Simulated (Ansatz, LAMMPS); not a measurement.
**Glassy 62GeO2-38BaO (mol %) (76 atoms): where an added charge goes**

Does an extra electron or hole in glassy 62GeO2-38BaO (mol %) (76 atoms) stay spread out, or do the atoms trap it?

Program: Ansatz 0.2.0. Level of theory: Kohn-Sham DFT, LDA, PAW (set soft_1), plane waves; PAW set soft_1. Values are calculated unless marked as measured.

## Step 1: Set-up

The cell holds 76 atoms: 18 Ge, 11 Ba and 47 O. Its edges and angles: a = 10.830 Å, b = 10.830 Å, c = 10.830 Å, α = 90.0°, β = 90.0°, γ = 90.0°. 76 atoms (18 Ge, 11 Ba, 47 O) placed at random at 4.59 g/cm³, melted at 4000 K for 10 ps at fixed volume with the Morse and Coulomb pair potential with partial charges (Pedone, Malavasi, Menziani, Cormack and Segre, J. Phys. Chem. B 110, 11780 (2006)). Quenched from 4000 K to 300 K at 20 K/ps and fixed volume, held 10 ps at zero pressure, then minimised at fixed cell.

What the set-up can't give: The quench rate of 20 K/ps is orders of magnitude faster than experiment, which tends to freeze in extra defects. The network of bonds at the start is that of the classical potential that made the cell, and needn't be the one that DFT or experiment would give. Sampling is at Γ alone, for a cell whose shortest periodic width is 11 Å. Spin–orbit coupling is left out, which matters for the levels of the heavy elements.

## Step 2: Single point at the start

The forces at the start show how far the geometry lies from a minimum of this functional.

File input.yaml:

```yaml
crystal:
  lattice:
    - [10.82987, 0.0, 0.0]
    - [0.0, 10.82987, 0.0]
    - [0.0, 0.0, 10.82987]
  atoms:
    - { symbol: Ge, position: [0.84768, 0.7882, 0.73106] }
    - { symbol: Ge, position: [0.48634, 0.32092, 0.27579] }
    - { symbol: Ge, position: [0.36754, 0.8396, 0.23519] }
    - { symbol: Ge, position: [0.75504, 0.16132, 0.40676] }
    - { symbol: Ge, position: [0.36042, 0.30822, 0.55273] }
    - { symbol: Ge, position: [0.49139, 0.02272, 0.46376] }
    - { symbol: Ge, position: [0.37575, 0.73393, 0.8452] }
    - { symbol: Ge, position: [0.44878, 0.58264, 0.11329] }
    - { symbol: Ge, position: [0.11185, 0.90701, 0.8599] }
    - { symbol: Ge, position: [0.14054, 0.81226, 0.43824] }
    - { symbol: Ge, position: [0.86488, 0.22206, 0.11386] }
    - { symbol: Ge, position: [0.73596, 0.70143, 0.99921] }
    - { symbol: Ge, position: [0.05681, 0.08694, 0.44124] }
    - { symbol: Ge, position: [0.57592, 0.94152, 0.74412] }
    - { symbol: Ge, position: [0.18734, 0.21301, 0.80023] }
    - { symbol: Ge, position: [0.22538, 0.58692, 0.64936] }
    - { symbol: Ge, position: [0.66321, 0.37791, 0.60793] }
    - { symbol: Ge, position: [0.87285, 0.68125, 0.43798] }
    - { symbol: Ba, position: [0.83607, 0.12946, 0.77887] }
    - { symbol: Ba, position: [0.11456, 0.64147, 0.06022] }
    - { symbol: Ba, position: [0.91822, 0.45094, 0.90166] }
    - { symbol: Ba, position: [0.90281, 0.90577, 0.18719] }
    - { symbol: Ba, position: [0.51079, 0.32846, 0.90499] }
    - { symbol: Ba, position: [0.51539, 0.66644, 0.47256] }
    - { symbol: Ba, position: [0.20527, 0.10822, 0.09515] }
    - { symbol: Ba, position: [0.14856, 0.40708, 0.30613] }
    - { symbol: Ba, position: [0.96989, 0.40397, 0.5912] }
    - { symbol: Ba, position: [0.57932, 0.0476, 0.07572] }
    - { symbol: Ba, position: [0.75671, 0.48382, 0.24078] }
    - { symbol: O, position: [0.4144, 0.15666, 0.48904] }
    - { symbol: O, position: [0.13104, 0.95732, 0.50277] }
    - { symbol: O, position: [0.42729, 0.20604, 0.19001] }
    - { symbol: O, position: [0.99127, 0.78354, 0.39408] }
    - { symbol: O, position: [0.50686, 0.35808, 0.62024] }
    - { symbol: O, position: [0.19127, 0.69817, 0.53743] }
    - { symbol: O, position: [0.86808, 0.71093, 0.59526] }
    - { symbol: O, position: [0.45557, 0.70832, 0.21875] }
    - { symbol: O, position: [0.43158, 0.92696, 0.35279] }
    - { symbol: O, position: [0.3624, 0.6387, 0.71525] }
    - { symbol: O, position: [0.58235, 0.07969, 0.81538] }
    - { symbol: O, position: [0.62864, 0.27957, 0.3359] }
    - { symbol: O, position: [0.86172, 0.64142, 0.0757] }
    - { symbol: O, position: [0.4992, 0.829, 0.82396] }
    - { symbol: O, position: [0.50495, 0.94158, 0.60096] }
    - { symbol: O, position: [0.07793, 0.87498, 0.00857] }
    - { symbol: O, position: [0.92217, 0.11474, 0.01838] }
    - { symbol: O, position: [0.29844, 0.53231, 0.16402] }
    - { symbol: O, position: [0.38195, 0.64003, 0.9706] }
    - { symbol: O, position: [0.25494, 0.28027, 0.9247] }
    - { symbol: O, position: [0.72788, 0.89463, 0.71758] }
    - { symbol: O, position: [0.64232, 0.04938, 0.42108] }
    - { symbol: O, position: [0.74448, 0.25616, 0.54171] }
    - { symbol: O, position: [0.8985, 0.08873, 0.46999] }
    - { symbol: O, position: [0.94381, 0.54523, 0.3983] }
    - { symbol: O, position: [0.60965, 0.61272, 0.0345] }
    - { symbol: O, position: [0.36314, 0.91154, 0.09951] }
    - { symbol: O, position: [0.04227, 0.26896, 0.7762] }
    - { symbol: O, position: [0.51517, 0.44641, 0.18033] }
    - { symbol: O, position: [0.39406, 0.36945, 0.3954] }
    - { symbol: O, position: [0.07816, 0.06088, 0.28894] }
    - { symbol: O, position: [0.28948, 0.23711, 0.68289] }
    - { symbol: O, position: [0.73082, 0.38584, 0.74945] }
    - { symbol: O, position: [0.81867, 0.16204, 0.25461] }
    - { symbol: O, position: [0.10634, 0.56828, 0.749] }
    - { symbol: O, position: [0.26004, 0.45137, 0.57647] }
    - { symbol: O, position: [0.23037, 0.80072, 0.3073] }
    - { symbol: O, position: [0.23704, 0.81125, 0.83204] }
    - { symbol: O, position: [0.16021, 0.05605, 0.83137] }
    - { symbol: O, position: [0.79338, 0.69304, 0.8471] }
    - { symbol: O, position: [0.97924, 0.86733, 0.77604] }
    - { symbol: O, position: [0.73399, 0.27741, 0.04451] }
    - { symbol: O, position: [0.9618, 0.34367, 0.13664] }
    - { symbol: O, position: [0.71685, 0.85245, 0.03002] }
    - { symbol: O, position: [0.10732, 0.23035, 0.47348] }
    - { symbol: O, position: [0.74673, 0.71989, 0.35684] }
    - { symbol: O, position: [0.6969, 0.50306, 0.52072] }
kpoints:
  mp_grid: { grid: [1, 1, 1] }
hamiltonian:
  xc: lda
  pseudopotentials: { kind: paw, azcp: { folder: soft_1 }, xc_functional: pbe }
scf:
  occupations: { method: fixed }
output:
  forces: true
```

Launch:

```sh
ansatz run input.yaml --threads 4 --pin off --max-ram 8192MiB --backend cpu --events-out ev --progress --plain --runs-dir out
```

The program printed:

```text
[...]
Pseudopotentials: kind: paw
Pseudopotential: Ge, paw, valence charge 14, recommended cutoff 420 eV (normal), soft_1/Ge.paw.azcp
Pseudopotential: Ba, paw, valence charge 10, recommended cutoff 420 eV (normal), soft_1/Ba.paw.azcp
Pseudopotential: O, paw, valence charge 6, recommended cutoff 420 eV (normal), soft_1/O.paw.azcp
[...]
Crystal: 76 atoms, lattice volume = 1270.193 Å³
Basis set: ecut = 420 eV, 24837 PW (Γ)
Bands: 398, of which v1, the nominal top of the filled ones, is band 322 counted from 1 (321 counted from 0)
Symmetry: 1 space group operations
Space group: P1 (ITA 1), of the structure as read, at distance tolerance 1.1e-4 Å
k-points: 1
[...]
Initial density: superposition of atomic densities (chi_scale 0.1, normalization cell, long waves 23 % of neutral atoms (reshape's long-wave potential 1.23 eV rms, cloud 2.81 Å wide))
Initial wavefunctions: pseudopotential atomic-orbital guess
[...]
SCF iter   1: F=—  HF=-165631.234906 eV  |F-HF|=—  |Δ(HF+E_count)|=         —  Δρ=1.00e-1  dr2=5.17e2  ethr=3.10e-3  ⟨swp⟩=6.0  Hψ=1403  notcnv=0  defer=74
preconditioner: auto → Resta (q_TF=auto, 2.436 Å⁻¹)  ε∞=3.5  [insulator: Δε(μ)=0.117 eV  Ē_g=16.343 eV  n_scr=304 (ndim 8)  ℏωp=25.8 eV  f_vac=0.038  ε∞_Penn≈3.5]
[...]
SCF iter  14: F=—  HF=-165586.506231 eV  |F-HF|=—  |Δ(HF+E_count)|=   1.66e-8  Δρ=5.02e-6  dr2=2.96e-7  ethr=2.15e-10  ⟨swp⟩=2.0  Hψ=547  notcnv=0  defer=74
SCF iter  15: F=-165586.506231 eV  HF=-165586.506231 eV  |F-HF|=1.02e-8  |Δ(HF+E_count)|=   4.16e-9  Δρ=1.49e-6  dr2=3.40e-8  ethr=1.55e-11  ⟨swp⟩=5.0  Hψ=1173  notcnv=0
SCF 1 converged in 15 iterations: F = -165586.506231 eV  dr2 = 3.40e-8
[...]
SCF converged after 15 iterations
Free energy (F): -165586.506231 eV
Harris-Foulkes:  -165586.506231 eV  (|F-HF|=1.02e-8)
Internal energy: -165586.506231 eV  (E = F + TS)
E sigma→0 (E₀):  -165586.506231 eV
Fermi energy:    5.578267 eV
--- Per-component energies (eV) ---
[...]
Σ components = -165586.506231   (vs F -165586.506231, Δ=0.00e0)
--- Forces (eV/Å), atoms counted from 1 ---
  atom   1  Ge    -0.29440007    -0.19169788     0.27480886
  atom   2  Ge     0.84953053    -1.78978370     1.00502792
  atom   3  Ge    -0.23680954     0.37939516    -0.13772760
  atom   4  Ge    -0.30829666     0.97687231    -0.24033121
[...]
atom  76  O     -0.25662021     1.56805157    -0.99089880
  max |Σ_I F_I| component: 2.27e-4 eV/Å
```

It took 24 s on 4 threads of Arm Neoverse V1, shared host; peak memory 1.5 GiB.

In the SCF lines HF is the Harris–Foulkes energy and dr2 the Hartree energy of the density residual, in eV; the loop may stop once dr2 is under the threshold and the program's other checks hold. Hψ counts applications of the Hamiltonian.

The r.m.s. force at the start is 0.89 eV/Å.

## Step 3: Relaxation

The atoms are relaxed in the fixed cell, aiming at the force tolerance of the input.

File input.yaml:

```yaml
crystal:
  lattice:
    - [10.82987, 0.0, 0.0]
    - [0.0, 10.82987, 0.0]
    - [0.0, 0.0, 10.82987]
  atoms:
    [... the 76 atom lines of step 2 ...]
kpoints:
  mp_grid: { grid: [1, 1, 1] }
hamiltonian:
  xc: lda
  pseudopotentials: { kind: paw, azcp: { folder: soft_1 }, xc_functional: pbe }
scf:
  occupations: { method: fixed }
output:
  forces: true
relax:
  f_tol: 0.05
  max_steps: 120
```

The program printed:

```text
[...]
Crystal: 76 atoms, lattice volume = 1270.193 Å³
Basis set: ecut = 420 eV, 24837 PW (Γ)
Bands: 398, of which v1, the nominal top of the filled ones, is band 322 counted from 1 (321 counted from 0)
Symmetry: 1 space group operations
[...]
k-points: 1
[...]
SCF iter   1: F=—  HF=-165631.234905 eV  |F-HF|=—  |Δ(HF+E_count)|=         —  Δρ=1.00e-1  dr2=5.17e2  ethr=3.10e-3  ⟨swp⟩=6.0  Hψ=1403  notcnv=0  defer=74
[...]
SCF iter  10: F=—  HF=-165586.506231 eV  |F-HF|=—  |Δ(HF+E_count)|=   8.12e-5  Δρ=1.06e-4  dr2=1.37e-4  ethr=7.49e-8  ⟨swp⟩=2.0  Hψ=630  notcnv=0  defer=74
SCF iter  11: F=-165586.506225 eV  HF=-165586.506226 eV  |F-HF|=1.11e-6  |Δ(HF+E_count)|=   4.98e-6  Δρ=3.16e-5  dr2=1.50e-5  ethr=9.70e-9  ⟨swp⟩=3.0  Hψ=1379  notcnv=0
SCF 1 converged in 11 iterations: F = -165586.506225 eV  dr2 = 1.50e-5
[...]
relax step   1: F+E_penalty+E_count = -165586.50622514 eV  Δ(F+E_penalty+E_count) = +0.000e0 eV  max|allowed force component| = 2.514e0 eV/Å  Δτ_max = 0.0000 Å  (11 SCF iters, dr2 threshold 6.25e-5 eV, accepted)
[...]
relax step   2: F+E_penalty+E_count = -165589.92438116 eV  Δ(F+E_penalty+E_count) = -3.418e0 eV  max|allowed force component| = 1.314e0 eV/Å  Δτ_max = 0.1930 Å  (7 SCF iters, dr2 threshold 1.00e-4 eV, accepted)
[...]
relax step   3: F+E_penalty+E_count = -165591.61100360 eV  Δ(F+E_penalty+E_count) = -1.687e0 eV  max|allowed force component| = 8.143e-1 eV/Å  Δτ_max = 0.1948 Å  (7 SCF iters, dr2 threshold 1.00e-4 eV, accepted)
relax step   4: F+E_penalty+E_count = -165592.08528210 eV  Δ(F+E_penalty+E_count) = -4.743e-1 eV  max|allowed force component| = 6.636e-1 eV/Å  Δτ_max = 0.2000 Å  (7 SCF iters, dr2 threshold 1.00e-4 eV, accepted)
relax step   5: F+E_penalty+E_count = -165592.51862451 eV  Δ(F+E_penalty+E_count) = -4.333e-1 eV  max|allowed force component| = 3.826e-1 eV/Å  Δτ_max = 0.1959 Å  (7 SCF iters, dr2 threshold 1.00e-4 eV, accepted)
relax step   6: F+E_penalty+E_count = -165592.76916200 eV  Δ(F+E_penalty+E_count) = -2.505e-1 eV  max|allowed force component| = 2.624e-1 eV/Å  Δτ_max = 0.2000 Å  (7 SCF iters, dr2 threshold 4.86e-5 eV, accepted)
relax step   7: F+E_penalty+E_count = -165592.82626149 eV  Δ(F+E_penalty+E_count) = -5.710e-2 eV  max|allowed force component| = 4.122e-1 eV/Å  Δτ_max = 0.1780 Å  (8 SCF iters, dr2 threshold 2.29e-5 eV, accepted)
relax step   8: F+E_penalty+E_count = -165592.89350242 eV  Δ(F+E_penalty+E_count) = -6.724e-2 eV  max|allowed force component| = 4.399e-1 eV/Å  Δτ_max = 0.2000 Å  (7 SCF iters, dr2 threshold 7.99e-5 eV, accepted)
relax step   9: F+E_penalty+E_count = -165592.97609895 eV  Δ(F+E_penalty+E_count) = -8.260e-2 eV  max|allowed force component| = 2.480e-1 eV/Å  Δτ_max = 0.2000 Å  (7 SCF iters, dr2 threshold 1.00e-4 eV, accepted)
relax step  10: F+E_penalty+E_count = -165593.02913903 eV  Δ(F+E_penalty+E_count) = -5.304e-2 eV  max|allowed force component| = 2.880e-1 eV/Å  Δτ_max = 0.2000 Å  (8 SCF iters, dr2 threshold 1.96e-5 eV, accepted)
relax step  11: F+E_penalty+E_count = -165593.09395782 eV  Δ(F+E_penalty+E_count) = -6.482e-2 eV  max|allowed force component| = 1.355e-1 eV/Å  Δτ_max = 0.0670 Å  (6 SCF iters, dr2 threshold 2.64e-5 eV, accepted)
relax step  12: F+E_penalty+E_count = -165593.11620906 eV  Δ(F+E_penalty+E_count) = -2.225e-2 eV  max|allowed force component| = 1.537e-1 eV/Å  Δτ_max = 0.2000 Å  (9 SCF iters, dr2 threshold 4.07e-6 eV, accepted)
relax step  13: F+E_penalty+E_count = -165593.13583774 eV  Δ(F+E_penalty+E_count) = -1.963e-2 eV  max|allowed force component| = 7.220e-2 eV/Å  Δτ_max = 0.0410 Å  (6 SCF iters, dr2 threshold 5.24e-6 eV, accepted)
relax step  14: F+E_penalty+E_count = -165593.16031799 eV  Δ(F+E_penalty+E_count) = -2.448e-2 eV  max|allowed force component| = 8.862e-2 eV/Å  Δτ_max = 0.2000 Å  (10 SCF iters, accepted)
relax step  15: F+E_penalty+E_count = -165593.17515354 eV  Δ(F+E_penalty+E_count) = -1.484e-2 eV  max|allowed force component| = 2.257e-1 eV/Å  Δτ_max = 0.1950 Å  (10 SCF iters, accepted)
relax step  16: F+E_penalty+E_count = -165593.19464252 eV  Δ(F+E_penalty+E_count) = -1.949e-2 eV  max|allowed force component| = 1.853e-1 eV/Å  Δτ_max = 0.0402 Å  (5 SCF iters, dr2 threshold 5.09e-5 eV, accepted)
relax step  17: F+E_penalty+E_count = -165593.24183880 eV  Δ(F+E_penalty+E_count) = -4.720e-2 eV  max|allowed force component| = 2.593e-1 eV/Å  Δτ_max = 0.2000 Å  (7 SCF iters, dr2 threshold 2.32e-5 eV, accepted)
relax step  18: F+E_penalty+E_count = -165593.27821743 eV  Δ(F+E_penalty+E_count) = -3.638e-2 eV  max|allowed force component| = 2.007e-1 eV/Å  Δτ_max = 0.1946 Å  (6 SCF iters, dr2 threshold 4.53e-5 eV, accepted)
relax step  19: F+E_penalty+E_count = -165593.29794183 eV  Δ(F+E_penalty+E_count) = -1.972e-2 eV  max|allowed force component| = 3.612e-1 eV/Å  Δτ_max = 0.1964 Å  (6 SCF iters, dr2 threshold 2.41e-5 eV, accepted)
relax step  20: F+E_penalty+E_count = -165593.32651131 eV  Δ(F+E_penalty+E_count) = -2.857e-2 eV  max|allowed force component| = 1.587e-1 eV/Å  Δτ_max = 0.1098 Å  (6 SCF iters, dr2 threshold 7.82e-5 eV, accepted)
relax step  21: F+E_penalty+E_count = -165593.31205545 eV  Δ(F+E_penalty+E_count) = +1.446e-2 eV  max|allowed force component| = 3.236e-1 eV/Å  Δτ_max = 0.2000 Å  (9 SCF iters, dr2 threshold 4.86e-6 eV, rejected (line search))
relax step  22: F+E_penalty+E_count = -165593.36283879 eV  Δ(F+E_penalty+E_count) = -3.633e-2 eV  max|allowed force component| = 7.974e-2 eV/Å  Δτ_max = 0.0972 Å  (10 SCF iters, accepted)
relax step  23: F+E_penalty+E_count = -165593.37489923 eV  Δ(F+E_penalty+E_count) = -1.206e-2 eV  max|allowed force component| = 1.388e-1 eV/Å  Δτ_max = 0.0973 Å  (9 SCF iters, accepted)
relax step  24: F+E_penalty+E_count = -165593.39635321 eV  Δ(F+E_penalty+E_count) = -2.145e-2 eV  max|allowed force component| = 1.843e-1 eV/Å  Δτ_max = 0.1500 Å  (8 SCF iters, dr2 threshold 4.87e-6 eV, accepted)
relax step  25: F+E_penalty+E_count = -165593.40692367 eV  Δ(F+E_penalty+E_count) = -1.057e-2 eV  max|allowed force component| = 7.061e-2 eV/Å  Δτ_max = 0.0260 Å  (6 SCF iters, dr2 threshold 3.40e-5 eV, accepted)
relax step  26: F+E_penalty+E_count = -165593.39620512 eV  Δ(F+E_penalty+E_count) = +1.072e-2 eV  max|allowed force component| = 2.568e-1 eV/Å  Δτ_max = 0.2000 Å  (10 SCF iters, rejected (line search))
relax step  27: F+E_penalty+E_count = -165593.42254647 eV  Δ(F+E_penalty+E_count) = -1.562e-2 eV  max|allowed force component| = 7.758e-2 eV/Å  Δτ_max = 0.0975 Å  (10 SCF iters, accepted)
relax step  28: F+E_penalty+E_count = -165593.43685757 eV  Δ(F+E_penalty+E_count) = -1.431e-2 eV  max|allowed force component| = 1.520e-1 eV/Å  Δτ_max = 0.0990 Å  (10 SCF iters, accepted)
relax step  29: F+E_penalty+E_count = -165593.47516365 eV  Δ(F+E_penalty+E_count) = -3.831e-2 eV  max|allowed force component| = 1.886e-1 eV/Å  Δτ_max = 0.1466 Å  (7 SCF iters, dr2 threshold 2.31e-5 eV, accepted)
relax step  30: F+E_penalty+E_count = -165593.53232825 eV  Δ(F+E_penalty+E_count) = -5.716e-2 eV  max|allowed force component| = 2.697e-1 eV/Å  Δτ_max = 0.1940 Å  (7 SCF iters, dr2 threshold 3.56e-5 eV, accepted)
relax step  31: F+E_penalty+E_count = -165593.63469146 eV  Δ(F+E_penalty+E_count) = -1.024e-1 eV  max|allowed force component| = 2.377e-1 eV/Å  Δτ_max = 0.1937 Å  (7 SCF iters, dr2 threshold 7.27e-5 eV, accepted)
relax step  32: F+E_penalty+E_count = -165593.72542593 eV  Δ(F+E_penalty+E_count) = -9.073e-2 eV  max|allowed force component| = 1.997e-1 eV/Å  Δτ_max = 0.1917 Å  (7 SCF iters, dr2 threshold 4.39e-5 eV, accepted)
[...]
relax step  36: F+E_penalty+E_count = -165593.85771183 eV  Δ(F+E_penalty+E_count) = -1.064e-2 eV  max|allowed force component| = 3.874e-1 eV/Å  Δτ_max = 0.1921 Å  (7 SCF iters, dr2 threshold 1.09e-5 eV, accepted)
relax step  37: F+E_penalty+E_count = -165593.88327084 eV  Δ(F+E_penalty+E_count) = -2.556e-2 eV  max|allowed force component| = 2.541e-1 eV/Å  Δτ_max = 0.0371 Å  (6 SCF iters, dr2 threshold 1.00e-4 eV, accepted)
relax step  38: F+E_penalty+E_count = -165593.93805147 eV  Δ(F+E_penalty+E_count) = -5.478e-2 eV  max|allowed force component| = 1.924e-1 eV/Å  Δτ_max = 0.2000 Å  (7 SCF iters, dr2 threshold 2.78e-5 eV, accepted)
relax step  39: F+E_penalty+E_count = -165593.99772185 eV  Δ(F+E_penalty+E_count) = -5.967e-2 eV  max|allowed force component| = 2.075e-1 eV/Å  Δτ_max = 0.2000 Å  (7 SCF iters, dr2 threshold 1.59e-5 eV, accepted)
relax step  40: F+E_penalty+E_count = -165594.04384546 eV  Δ(F+E_penalty+E_count) = -4.612e-2 eV  max|allowed force component| = 3.026e-1 eV/Å  Δτ_max = 0.1930 Å  (6 SCF iters, dr2 threshold 2.47e-5 eV, accepted)
relax step  41: F+E_penalty+E_count = -165594.07659855 eV  Δ(F+E_penalty+E_count) = -3.275e-2 eV  max|allowed force component| = 2.809e-1 eV/Å  Δτ_max = 0.1956 Å  (7 SCF iters, dr2 threshold 9.16e-5 eV, accepted)
relax step  42: F+E_penalty+E_count = -165594.09844199 eV  Δ(F+E_penalty+E_count) = -2.184e-2 eV  max|allowed force component| = 1.348e-1 eV/Å  Δτ_max = 0.0360 Å  (6 SCF iters, dr2 threshold 6.80e-5 eV, accepted)
relax step  43: F+E_penalty+E_count = -165594.08466545 eV  Δ(F+E_penalty+E_count) = +1.378e-2 eV  max|allowed force component| = 2.771e-1 eV/Å  Δτ_max = 0.2000 Å  (9 SCF iters, dr2 threshold 4.18e-6 eV, rejected (line search))
relax step  44: F+E_penalty+E_count = -165594.12044646 eV  Δ(F+E_penalty+E_count) = -2.200e-2 eV  max|allowed force component| = 9.419e-2 eV/Å  Δτ_max = 0.0967 Å  (10 SCF iters, accepted)
relax step  45: F+E_penalty+E_count = -165594.13149157 eV  Δ(F+E_penalty+E_count) = -1.105e-2 eV  max|allowed force component| = 7.994e-2 eV/Å  Δτ_max = 0.1000 Å  (9 SCF iters, accepted)
relax step  46: F+E_penalty+E_count = -165594.13386307 eV  Δ(F+E_penalty+E_count) = -2.372e-3 eV  max|allowed force component| = 5.911e-2 eV/Å  Δτ_max = 0.0440 Å  (6 SCF iters, dr2 threshold 3.12e-6 eV, accepted)
relax step  47: F+E_penalty+E_count = -165594.11899624 eV  Δ(F+E_penalty+E_count) = +1.487e-2 eV  max|allowed force component| = 1.206e-1 eV/Å  Δτ_max = 0.0864 Å  (9 SCF iters, rejected (line search))
[...]
relax step  48: F+E_penalty+E_count = -165594.13636383 eV  Δ(F+E_penalty+E_count) = -2.501e-3 eV  max|allowed force component| = 2.575e-2 eV/Å  Δτ_max = 0.0180 Å  (9 SCF iters, accepted)
SCF converged after 9 iterations
Free energy (F): -165594.136364 eV
[...]
Internal energy: -165594.136364 eV  (E = F + TS)
E sigma→0 (E₀):  -165594.136364 eV
Fermi energy:    5.241803 eV
[...]
Σ components = -165594.136364   (vs F -165594.136364, Δ=0.00e0)
--- Forces (eV/Å), atoms counted from 1 ---
  atom   1  Ge     0.01794063    -0.00259121     0.00048693
  atom   2  Ge     0.00656686     0.00912671     0.00680202
  atom   3  Ge     0.00817511    -0.00840458     0.00665605
  atom   4  Ge    -0.00393707     0.00091999     0.00089356
[...]
atom  76  O     -0.00069425     0.00268496     0.00138672
  max |Σ_I F_I| component: 1.22e-4 eV/Å
--- Relaxed structure (48 steps of the walk, 44 accepted, 0 SCFs on fresh bases) ---
  F+E_penalty+E_count = -165594.13636383 eV   max|allowed force component| = 2.575e-2 eV/Å
  atoms:
    - { symbol: Ge, position: [0.857619, 0.765735, 0.763347] }
    - { symbol: Ge, position: [0.491885, 0.323012, 0.268990] }
    - { symbol: Ge, position: [0.350158, 0.844846, 0.274414] }
    - { symbol: Ge, position: [0.723844, 0.149768, 0.378048] }
[...]
- { symbol: O, position: [0.674023, 0.447407, 0.508405] }
```

Run time: 9.1 min. Hardware: 4 threads; peak memory 1.5 GiB; 35 min of CPU time.

The relaxation converged after 48 steps, 7.63 eV below its start, with a largest force component of 0.026 eV/Å.

(Part 1 of 4 ends here.)

[Long decimals in the printed logs are rounded to 6 places.]

[Logs are printed without paths, hosts, clocks, repeated set-up lines and the standing remarks that a program may print on its own settings, such as how far it seeks lower states.]

[Hosts, paths, dates, database ids (printed as entryN), source tags and the programs' standing remarks are cut or masked in the printed files.]
